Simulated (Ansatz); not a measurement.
## How the geometry moves the gap of SnWO4 (Pnna)

Wanted: the change of the gap of SnWO4 (Pnna) on relaxing cell and ions.

Calculated with Ansatz 0.2.0; r2SCAN, HSE06 and G0W0, plane waves, PAW.

### 1. Set-up

Symmetry: Pnna, No. 52, orthorhombic system. The conventional cell has a = 5.627 Å, b = 11.649 Å, c = 4.997 Å, α = 90.00°, β = 90.00°, γ = 90.00°. Nearest to Sn lie 4 O at 2.18 to 2.39 Å. Nearest to W lie 6 O at 1.80 to 2.14 Å. Nearest to O lie 2 W at 1.80 to 2.14 Å. Nearest to O lie 1 W at 1.89 Å and 2 Sn at 2.18 to 2.39 Å. Farther neighbours and most contacts between anions are not listed.

The cell and positions come from the Crystallography Open Database and are kept as given unless a step says otherwise. Spin-orbit coupling is left out unless a step names it. The default PAW set here is soft_2. Its files were made with PBE.

### 2. r2SCAN bands at the given cell

The cheap functional maps the bands first; the places of the edges decide which points the dearer methods must see.

This step: DFT, r2SCAN, plane waves, PAW.

The input, input.yaml:

```yaml
crystal:
  lattice:
    - [5.627, 0.0, 0.0]
    - [0.0, 11.6486, 0.0]
    - [0.0, 0.0, 4.9973]
  atoms:
    - { symbol: Sn, position: [0.25, 0.0, 0.2196] }
    - { symbol: Sn, position: [0.25, 0.5, 0.2804] }
    - { symbol: Sn, position: [0.75, 0.0, 0.7804] }
    - { symbol: Sn, position: [0.75, 0.5, 0.7196] }
    - { symbol: W, position: [0.6677, 0.25, 0.25] }
    - { symbol: W, position: [0.8323, 0.75, 0.25] }
    - { symbol: W, position: [0.3323, 0.75, 0.75] }
    - { symbol: W, position: [0.1677, 0.25, 0.75] }
    - { symbol: O, position: [0.3765, 0.2987, 0.9988] }
    - { symbol: O, position: [0.1235, 0.7013, 0.9988] }
    - { symbol: O, position: [0.3765, 0.2013, 0.5012] }
    - { symbol: O, position: [0.1235, 0.7987, 0.5012] }
    - { symbol: O, position: [0.6235, 0.7013, 0.0012] }
    - { symbol: O, position: [0.8765, 0.2987, 0.0012] }
    - { symbol: O, position: [0.6235, 0.7987, 0.4988] }
    - { symbol: O, position: [0.8765, 0.2013, 0.4988] }
    - { symbol: O, position: [0.1019, 0.3961, 0.6037] }
    - { symbol: O, position: [0.3981, 0.6039, 0.6037] }
    - { symbol: O, position: [0.1019, 0.1039, 0.8963] }
    - { symbol: O, position: [0.3981, 0.8961, 0.8963] }
    - { symbol: O, position: [0.8981, 0.6039, 0.3963] }
    - { symbol: O, position: [0.6019, 0.3961, 0.3963] }
    - { symbol: O, position: [0.8981, 0.8961, 0.1037] }
    - { symbol: O, position: [0.6019, 0.1039, 0.1037] }
kpoints:
  mp_grid: { grid: [4, 2, 6] }
  band_path:
    path:
      - [[0.0, 0.0, 0.0], [0.5, 0.0, 0.0], [0.5, 0.5, 0.0], [0.0, 0.5, 0.0], [0.0, 0.0, 0.0], [0.0, 0.0, 0.5], [0.5, 0.0, 0.5], [0.5, 0.5, 0.5], [0.0, 0.5, 0.5], [0.0, 0.0, 0.5]]
      - [[0.5, 0.0, 0.0], [0.5, 0.0, 0.5]]
      - [[0.0, 0.5, 0.0], [0.0, 0.5, 0.5]]
      - [[0.5, 0.5, 0.0], [0.5, 0.5, 0.5]]
    npoints: 10
hamiltonian:
  xc: r2scan
scf:
  occupations: { method: fermi_dirac, width: 0.02 }
  n_extra_bands: 12
output:
  eigenvalues: true
  forces: true
  stress: true
```

Command:

```
$ ansatz run input.yaml --threads 24 --pin off --max-ram 82944MiB --backend cuda --events-out ev --progress --plain --runs-dir out --devices 1 --max-vram 78GiB
```

Numbers of over 12 decimals in the logs are rounded to 6 here.

Log:

```text
scf.n_extra_bands = 12 over 104 filled bands (N_el = 208.0): the run solves 116 bands
GPUs: using 1 of 1 available (devices: 1).
Engine: ansatz 0.2.0, aarch64-unknown-linux-gnu
Pseudopotentials: kind: paw
Pseudopotential: Sn, paw, valence charge 14, recommended cutoff 500 eV (meta_gga), Sn.paw.azcp
Pseudopotential: W, paw, valence charge 14, recommended cutoff 500 eV (meta_gga), W.paw.azcp
Pseudopotential: O, paw, valence charge 6, recommended cutoff 500 eV (meta_gga), O.paw.azcp
Functional definition: r2SCAN
  parameter k0 = 0.174
  parameter k1 = 0.065
  parameter a1 = 4.9479
  exchange = r2scan_x(k0 = k0, k1 = k1, a1 = a1)
  correlation = r2scan_c
[...]
Crystal: 24 atoms, lattice volume = 327.556 Å³
Basis set: ecut = 500 eV, 8317 PW (Γ), exchange–correlation on 180×360×160 points (64 copies of the dense FFT grid, shifted against one another)
Bands: 116, of which v1, the nominal top of the filled ones, is band 104 counted from 1 (103 counted from 0)
Symmetry: 8 space group operations
Space group: Pnna (ITA 52), of the structure as read, at distance tolerance 6.9e-5 Å
k-points: 24 of 48
Non-local potential: Sn, projectors of the file, l = 0: 2, l = 1: 2, l = 2: 2, l = 3: 2
Non-local potential: W, projectors of the file, l = 0: 3, l = 1: 2, l = 2: 2, l = 3: 1
Non-local potential: O, projectors of the file, l = 0: 2, l = 1: 2, l = 2: 1
PAW form: soft (Blöchl's): semilocal exchange-correlation on the pseudo side does not see the compensation charge
PAW frozen core: Sn, regenerated for the run's functional (the file was generated under x = pbe(κ = 0.804, μ = 0.219515), c = pbe(β = 0.066725))
PAW frozen core: W, regenerated for the run's functional (the file was generated under x = pbe(κ = 0.804, μ = 0.219515), c = pbe(β = 0.066725))
PAW frozen core: O, regenerated for the run's functional (the file was generated under x = pbe(κ = 0.804, μ = 0.219515), c = pbe(β = 0.066725))
PAW one-centre angular grid: Sn, 590 points (default); XC on 249 of its mesh's 2787 points in the sphere
PAW one-centre angular grid: W, 590 points (default); XC on 160 Gauss nodes
PAW one-centre angular grid: O, 302 points (default); XC on 160 Gauss nodes
Initial density: superposition of atomic densities (neutral atoms: chi_scale 0, normalization atom), corrected by the library's trained network
Initial wavefunctions: pseudopotential atomic-orbital guess
[...]
Functional: x = r2scan, c = r2scan; τ floored in thin density (d = 2e-4 eV/Å³)
SCF iter   1: F=—  HF=-74847.701357 eV  |F-HF|=—  |Δ(HF+E_count)|=         —  Δρ=1.14e-2  dr2=5.24e-1  dr2_τ=1.43e0  ethr=1.77e-3  ⟨swp⟩=6.0  Hψ=10391  notcnv=0
preconditioner: auto → Resta (q_TF=auto, 2.529 Å⁻¹)  ε∞=4.9  [insulator: Δε(μ)=1.668 eV  Ē_g=13.721 eV  σ=0.020 eV  W_gap=1.00  n_scr=84 (ndim 8)  ℏωp=27.2 eV  f_vac=0.037  D(μ)=0.00/eV (n_scr^D=0)  ε∞_Penn≈4.9]
SCF iter   2: F=—  HF=-74847.977211 eV  |F-HF|=—  |Δ(HF+E_count)|=   2.76e-1  Δρ=5.98e-3  dr2=4.57e-2  dr2_τ=3.55e-2  ethr=2.52e-4  ⟨swp⟩=2.0  Hψ=5069  notcnv=0  defer=185
SCF iter   3: F=—  HF=-74847.982212 eV  |F-HF|=—  |Δ(HF+E_count)|=   5.00e-3  Δρ=2.97e-3  dr2=1.77e-2  dr2_τ=1.31e-3  ethr=2.20e-5  ⟨swp⟩=2.0  Hψ=4206  notcnv=0  defer=185
SCF iter   4: F=—  HF=-74847.983408 eV  |F-HF|=—  |Δ(HF+E_count)|=   1.20e-3  Δρ=5.42e-4  dr2=7.97e-4  dr2_τ=1.25e-4  ethr=8.50e-6  ⟨swp⟩=2.0  Hψ=4057  notcnv=0  defer=185
SCF iter   5: F=—  HF=-74847.983905 eV  |F-HF|=—  |Δ(HF+E_count)|=   4.98e-4  Δρ=1.80e-4  dr2=9.64e-5  dr2_τ=1.13e-5  ethr=3.83e-7  ⟨swp⟩=2.0  Hψ=4206  notcnv=0  defer=185
SCF iter   6: F=—  HF=-74847.983090 eV  |F-HF|=—  |Δ(HF+E_count)|=   8.15e-4  Δρ=1.21e-4  dr2=4.62e-5  dr2_τ=5.64e-6  ethr=4.64e-8  ⟨swp⟩=2.0  Hψ=4172  notcnv=0  defer=185
SCF iter   7: F=—  HF=-74847.983085 eV  |F-HF|=—  |Δ(HF+E_count)|=   5.24e-6  Δρ=2.09e-5  dr2=1.34e-6  dr2_τ=1.54e-7  ethr=2.22e-8  ⟨swp⟩=2.0  Hψ=4080  notcnv=0  defer=185
SCF iter   8: F=—  HF=-74847.983086 eV  |F-HF|=—  |Δ(HF+E_count)|=   6.64e-7  Δρ=6.07e-6  dr2=1.24e-7  dr2_τ=1.39e-8  ethr=6.45e-10  ⟨swp⟩=2.0  Hψ=4406  notcnv=0  defer=185
[...]
SCF 1 converged in 9 iterations: F = -74847.983086 eV  dr2 = 5.03e-9
[...]
SCF converged after 9 iterations
[...]
0.000000      -0.464531       0.000000
        0.000000       0.000000       0.107798
  P = ⅓ Tr σ = -0.3902 GPa (-3.902 kbar)
--- Band table (eV; the first three rows and the last of 24) ---
  k-point 0: bands = ["-68.5538", "-68.5538", "-68.5521", "-68.5521", "-32.2715", "-32.2715", "-32.2322", "-32.2322", "-32.2081", "-32.2081", "-32.1466", "-32.1466", "-32.0847", "-32.0846", "-32.0715", "-32.0715", "-12.2948", "-12.2314", "-12.2258", "-12.2093", "-12.1766", "-12.1444", "-11.9997", "-11.9924", "-11.9742", "-11.9695", "-11.9695", "-11.9693", "-11.9198", "-11.9166", "-11.8999", "-11.8987", "-11.8678", "- [...]
  k-point 1: bands = ["-68.5536", "-68.5536", "-68.5522", "-68.5522", "-32.2674", "-32.2674", "-32.2264", "-32.2264", "-32.2124", "-32.2124", "-32.1523", "-32.1523", "-32.0840", "-32.0838", "-32.0726", "-32.0725", "-12.2881", "-12.2321", "-12.2290", "-12.2188", "-12.1719", "-12.1483", "-11.9967", "-11.9916", "-11.9750", "-11.9717", "-11.9694", "-11.9683", "-11.9211", "-11.9161", "-11.8995", "-11.8986", "-11.8677", "- [...]
  k-point 2: bands = ["-68.5533", "-68.5533", "-68.5525", "-68.5525", "-32.2560", "-32.2560", "-32.2242", "-32.2242", "-32.2107", "-32.2107", "-32.1679", "-32.1679", "-32.0819", "-32.0817", "-32.0753", "-32.0753", "-12.2714", "-12.2378", "-12.2346", "-12.2321", "-12.1658", "-12.1560", "-11.9915", "-11.9898", "-11.9766", "-11.9747", "-11.9692", "-11.9680", "-11.9195", "-11.9146", "-11.8984", "-11.8981", "-11.8760", "- [...]
  k-point 23: bands = ["-68.5529", "-68.5529", "-68.5529", "-68.5529", "-32.2618", "-32.2618", "-32.2618", "-32.2618", "-32.1693", "-32.1693", "-32.1693", "-32.1693", "-32.0768", "-32.0768", "-32.0767", "-32.0767", "-12.2976", "-12.2976", "-12.2649", "-12.2649", "-12.0372", "-12.0372", "-12.0282", "-12.0282", "-11.9772", "-11.9772", "-11.9746", "-11.9746", "-11.9118", "-11.9118", "-11.9117", "-11.9117", "-11.8833", " [...]
```

Elapsed: 4.4 s, on 1 × NVIDIA GB200 (shared by 2 runs) with 24 threads of Arm Neoverse V2, shared host; peak memory 1.6 GiB.

In the SCF lines HF is the Harris–Foulkes energy and dr2 the Hartree energy of the density residual, in eV; the loop may stop once dr2 is under the threshold and the program's other checks hold. Hψ counts applications of the Hamiltonian.

Numbers from this step:

```yaml
pressure: -0.3902 GPa
filled_bands: 104
gap: 1.505 eV
valence_top_at: k = (0.000, 0.000, 0.250)
conduction_bottom_at: Γ
least_direct_gap: 1.561 eV
```

The gap is indirect, with the least direct gap 0.06 eV higher.

### 3. Relaxing cell and ions

Gaps follow bond lengths, so the structure is brought to rest first.

Edit input.yaml of step 2 so:

```diff
@@ -31,10 +31,3 @@
 kpoints:
-  mp_grid: { grid: [4, 2, 6] }
-  band_path:
-    path:
-      - [[0.0, 0.0, 0.0], [0.5, 0.0, 0.0], [0.5, 0.5, 0.0], [0.0, 0.5, 0.0], [0.0, 0.0, 0.0], [0.0, 0.0, 0.5], [0.5, 0.0, 0.5], [0.5, 0.5, 0.5], [0.0, 0.5, 0.5], [0.0, 0.0, 0.5]]
-      - [[0.5, 0.0, 0.0], [0.5, 0.0, 0.5]]
-      - [[0.0, 0.5, 0.0], [0.0, 0.5, 0.5]]
-      - [[0.5, 0.5, 0.0], [0.5, 0.5, 0.5]]
-    npoints: 10
+  mp_grid: { grid: [4, 2, 4] }
 hamiltonian:
@@ -43,6 +36,5 @@
   occupations: { method: fermi_dirac, width: 0.02 }
-  n_extra_bands: 12
-output:
-  eigenvalues: true
-  forces: true
-  stress: true
+relax:
+  f_tol: 0.01
+  max_steps: 60
+  cell: {}
```

Log:

```text
[...]
GPUs: using 1 of 1 available (devices: 1).
[...]
Crystal: 24 atoms, lattice volume = 327.556 Å³
Basis set: ecut = 500 eV, 8317 PW (Γ), exchange–correlation on 180×360×160 points (64 copies of the dense FFT grid, shifted against one another)
Bands: 128, of which v1, the nominal top of the filled ones, is band 104 counted from 1 (103 counted from 0)
Symmetry: 8 space group operations
[...]
k-points: 18 of 32
[...]
SCF iter   1: F=—  HF=-74847.700804 eV  |F-HF|=—  |Δ(HF+E_count)|=         —  Δρ=1.14e-2  dr2=5.23e-1  dr2_τ=1.43e0  ethr=1.77e-3  ⟨swp⟩=6.1  Hψ=8837  notcnv=0  defer=2
[...]
SCF iter   3: F=—  HF=-74847.981955 eV  |F-HF|=—  |Δ(HF+E_count)|=   3.91e-3  Δρ=3.03e-3  dr2=1.81e-2  dr2_τ=1.34e-3  ethr=2.36e-5  ⟨swp⟩=2.0  Hψ=3184  notcnv=0  defer=211
automatic band count: iteration 3 solves 120 bands in place of 128: the levels show a gap, and the empty bands left out lie too high to hold charge; the band table lists the bands solved (type scf.n_extra_bands for more)
[...]
SCF 1 converged in 9 iterations: F = -74847.982753 eV  dr2 = 4.57e-9
[...]
relax step   1: F+E_penalty+E_count = -74847.98275266 eV  Δ(F+E_penalty+E_count) = +0.000e0 eV  max|allowed force component| = 2.222e-1 eV/Å  Δτ_max = 0.0000 Å  P = -0.390 GPa  Ω = 327.556 Å³  (9 SCF iters, dr2 threshold 1.00e-7 eV, accepted)
[...]
SCF 2 converged in 7 iterations: F = -74848.013953 eV  dr2 = 1.59e-6
[...]
SCF 3 converged in 6 iterations: F = -74848.035390 eV  dr2 = 6.36e-7
[...]
SCF 4 converged in 6 iterations: F = -74848.036947 eV  dr2 = 2.01e-7
[...]
SCF 5 converged in 7 iterations: F = -74848.037047 eV  dr2 = 9.76e-9
[...]
SCF 6 converged in 7 iterations: F = -74848.037246 eV  dr2 = 2.52e-9
[...]
SCF 7 converged in 6 iterations: F = -74848.037366 eV  dr2 = 6.09e-9
[...]
SCF 8 converged in 5 iterations: F = -74848.038941 eV  dr2 = 1.03e-10
[...]
SCF converged after 5 iterations
[...]
--- Relaxed structure (7 steps of the walk, 7 accepted, 1 SCFs on fresh bases) ---
  F+E_penalty+E_count = -74848.03894135 eV   max|allowed force component| = 6.605e-3 eV/Å   (the final SCF, on the basis selected at the relaxed cell)
  cell:  # Å, volume = 330.7578 Å³
    - [5.627935, 0.0, 0.0]
    - [0.0, 11.714655, 0.0]
    - [0.0, 0.0, 5.016854]
  atoms:
    - { symbol: Sn, position: [0.25, 0, 0.213199] }
    - { symbol: Sn, position: [0.25, 0.5, 0.286801] }
    - { symbol: Sn, position: [0.750000, 0, 0.786801] }
    - { symbol: Sn, position: [0.750000, 0.5, 0.713199] }
    - { symbol: W, position: [0.661531, 0.25, 0.25] }
    - { symbol: W, position: [0.838469, 0.75, 0.25] }
    - { symbol: W, position: [0.338469, 0.75, 0.75] }
    - { symbol: W, position: [0.161531, 0.25, 0.75] }
    - { symbol: O, position: [0.368916, 0.296396, 0.998961] }
    - { symbol: O, position: [0.131084, 0.703604, 0.998961] }
    - { symbol: O, position: [0.368916, 0.203604, 0.501039] }
    - { symbol: O, position: [0.131084, 0.796396, 0.501039] }
    - { symbol: O, position: [0.631084, 0.703604, 0.00103878] }
    - { symbol: O, position: [0.868916, 0.296396, 0.00103878] }
    - { symbol: O, position: [0.631084, 0.796396, 0.498961] }
    - { symbol: O, position: [0.868916, 0.203604, 0.498961] }
    - { symbol: O, position: [0.096526, 0.395094, 0.601180] }
    - { symbol: O, position: [0.403474, 0.604906, 0.601180] }
    - { symbol: O, position: [0.096526, 0.104906, 0.898820] }
    - { symbol: O, position: [0.403474, 0.895094, 0.898820] }
    - { symbol: O, position: [0.903474, 0.604906, 0.398820] }
    - { symbol: O, position: [0.596526, 0.395094, 0.398820] }
    - { symbol: O, position: [0.903474, 0.895094, 0.101180] }
    - { symbol: O, position: [0.596526, 0.104906, 0.101180] }
```

The job ended after 7.1 s (1 × NVIDIA GB200 (shared by 2 runs) with 24 threads; peak memory 1.2 GiB).

The steps of the relaxation:

```
step  energy less that of the first step (eV)  largest force component (eV/Å)  pressure (GPa)  volume (Å³)
   1                                   0.0000                          0.2222           -0.39       327.56
   2                                  -0.0312                          0.2265           -0.51       333.25
   3                                  -0.0526                          0.0907           -0.07       330.56
   4                                  -0.0542                          0.0460           -0.01       330.50
   5                                  -0.0543                          0.0349            0.04       330.81
   6                                  -0.0545                          0.0061           -0.06       330.93
   7                                  -0.0546                          0.0067            0.04       330.76
   8                                  -0.0562                          0.0066            0.04       330.76
```

The log counts 1 steps on a newly chosen plane-wave basis, not all of them marked here; energy and pressure can jump at such steps.

Forces are held to the 8 operations that the run works with; a distortion that breaks them can't arise in this run.

```
conventional cell, symmetrised  before   after  change
                         a (Å)   5.627   5.628  +0.0 %
                         b (Å)  11.649  11.715  +0.6 %
                         c (Å)   4.997   5.017  +0.4 %
              volume (Å³/atom)   13.65   13.78  +1.0 %
```

The atoms that moved most (Å, as changes of fractional coordinates times the final cell):

```
atom      dx      dy      dz  length
  O9  -0.043  -0.027   0.001   0.051
 O14  -0.043  -0.027  -0.001   0.051
 O11  -0.043   0.027  -0.001   0.051
 O16  -0.043   0.027   0.001   0.051
 O12   0.043  -0.027  -0.001   0.051
 O15   0.043  -0.027   0.001   0.051
 O10   0.043   0.027   0.001   0.051
 O13   0.043   0.027  -0.001   0.051
```

### 4. r2SCAN at the relaxed cell

The input, input.yaml:

```yaml
crystal:
  lattice:
    - [5.6279353211, 0.0, 0.0]
    - [0.0, 11.714654911, 0.0]
    - [0.0, 0.0, 5.0168541571]
  atoms:
    - { symbol: Sn, position: [0.25, 0.0, 0.2131986566] }
    - { symbol: Sn, position: [0.25, 0.5, 0.2868013434] }
    - { symbol: Sn, position: [0.75, 0.0, 0.7868013434] }
    - { symbol: Sn, position: [0.75, 0.5, 0.7131986566] }
    - { symbol: W, position: [0.661531319, 0.25, 0.25] }
    - { symbol: W, position: [0.838468681, 0.75, 0.25] }
    - { symbol: W, position: [0.338468681, 0.75, 0.75] }
    - { symbol: W, position: [0.161531319, 0.25, 0.75] }
    - { symbol: O, position: [0.3689163375, 0.2963955713, 0.9989612211] }
    - { symbol: O, position: [0.1310836625, 0.7036044287, 0.9989612211] }
    - { symbol: O, position: [0.3689163375, 0.2036044287, 0.5010387789] }
    - { symbol: O, position: [0.1310836625, 0.7963955713, 0.5010387789] }
    - { symbol: O, position: [0.6310836625, 0.7036044287, 0.0010387789] }
    - { symbol: O, position: [0.8689163375, 0.2963955713, 0.0010387789] }
    - { symbol: O, position: [0.6310836625, 0.7963955713, 0.4989612211] }
    - { symbol: O, position: [0.8689163375, 0.2036044287, 0.4989612211] }
    - { symbol: O, position: [0.0965263677, 0.3950941111, 0.6011804929] }
    - { symbol: O, position: [0.4034736323, 0.6049058889, 0.6011804929] }
    - { symbol: O, position: [0.0965263677, 0.1049058889, 0.8988195071] }
    - { symbol: O, position: [0.4034736323, 0.8950941111, 0.8988195071] }
    - { symbol: O, position: [0.9034736323, 0.6049058889, 0.3988195071] }
    - { symbol: O, position: [0.5965263677, 0.3950941111, 0.3988195071] }
    - { symbol: O, position: [0.9034736323, 0.8950941111, 0.1011804929] }
    - { symbol: O, position: [0.5965263677, 0.1049058889, 0.1011804929] }
kpoints:
  mp_grid: { grid: [4, 2, 6] }
  band_path:
    path:
      - [[0.0, 0.0, 0.0], [0.5, 0.0, 0.0], [0.5, 0.5, 0.0], [0.0, 0.5, 0.0], [0.0, 0.0, 0.0], [0.0, 0.0, 0.5], [0.5, 0.0, 0.5], [0.5, 0.5, 0.5], [0.0, 0.5, 0.5], [0.0, 0.0, 0.5]]
      - [[0.5, 0.0, 0.0], [0.5, 0.0, 0.5]]
      - [[0.0, 0.5, 0.0], [0.0, 0.5, 0.5]]
      - [[0.5, 0.5, 0.0], [0.5, 0.5, 0.5]]
    npoints: 10
hamiltonian:
  xc: r2scan
scf:
  occupations: { method: fermi_dirac, width: 0.02 }
  n_extra_bands: 12
output:
  eigenvalues: true
  forces: true
  stress: true
```

Log:

```text
[...]
GPUs: using 1 of 1 available (devices: 1).
[...]
Crystal: 24 atoms, lattice volume = 330.758 Å³
Basis set: ecut = 500 eV, 8393 PW (Γ), exchange–correlation on 180×360×160 points (64 copies of the dense FFT grid, shifted against one another)
Bands: 116, of which v1, the nominal top of the filled ones, is band 104 counted from 1 (103 counted from 0)
Symmetry: 8 space group operations
[...]
SCF iter   8: F=—  HF=-74848.039298 eV  |F-HF|=—  |Δ(HF+E_count)|=   7.75e-7  Δρ=6.07e-6  dr2=1.25e-7  dr2_τ=1.31e-8  ethr=6.68e-10  ⟨swp⟩=2.0  Hψ=4458  notcnv=0  defer=185
[...]
SCF 1 converged in 9 iterations: F = -74848.039298 eV  dr2 = 5.45e-9
[...]
SCF converged after 9 iterations
[...]
0.000000       0.030886       0.000000
        0.000000       0.000000       0.046891
  P = ⅓ Tr σ = 0.0387 GPa (0.387 kbar)
--- Band table (eV; the first three rows and the last of 24) ---
[...]
```

It took 5.2 s on 1 × NVIDIA GB200 (shared by 2 runs) with 24 threads; peak memory 1.6 GiB; 30 s of CPU time.

Numbers from this step:

| Item | Value |
| --- | --- |
| pressure | 0.03868 GPa |
| gap | 1.536 eV |
| valence top at | k = (0.000, 0.000, 0.250) |
| conduction bottom at | k = (0.000, 0.000, 0.050) |
| least direct gap | 1.585 eV |

The gap is indirect, with the least direct gap 0.05 eV higher.

(Continued in part 2 of 2.)

[Paths, hosts, dates, memory and timing lines, banners, echoed tables and standing remarks are left out of the program output.]

[Logs are printed without paths, hosts, clocks, repeated set-up lines and the standing remarks that a program may print on its own settings, such as how far it seeks lower states.]

[Runs of the session that timed out or met a known fault of the program may be left out.]

[Cells called generated may have been cut or substituted from an entry of the Crystallography Open Database or the Materials Project.]

[Hosts, paths, dates, database ids (printed as entryN), source tags and the programs' standing remarks are cut or masked in the printed files.]
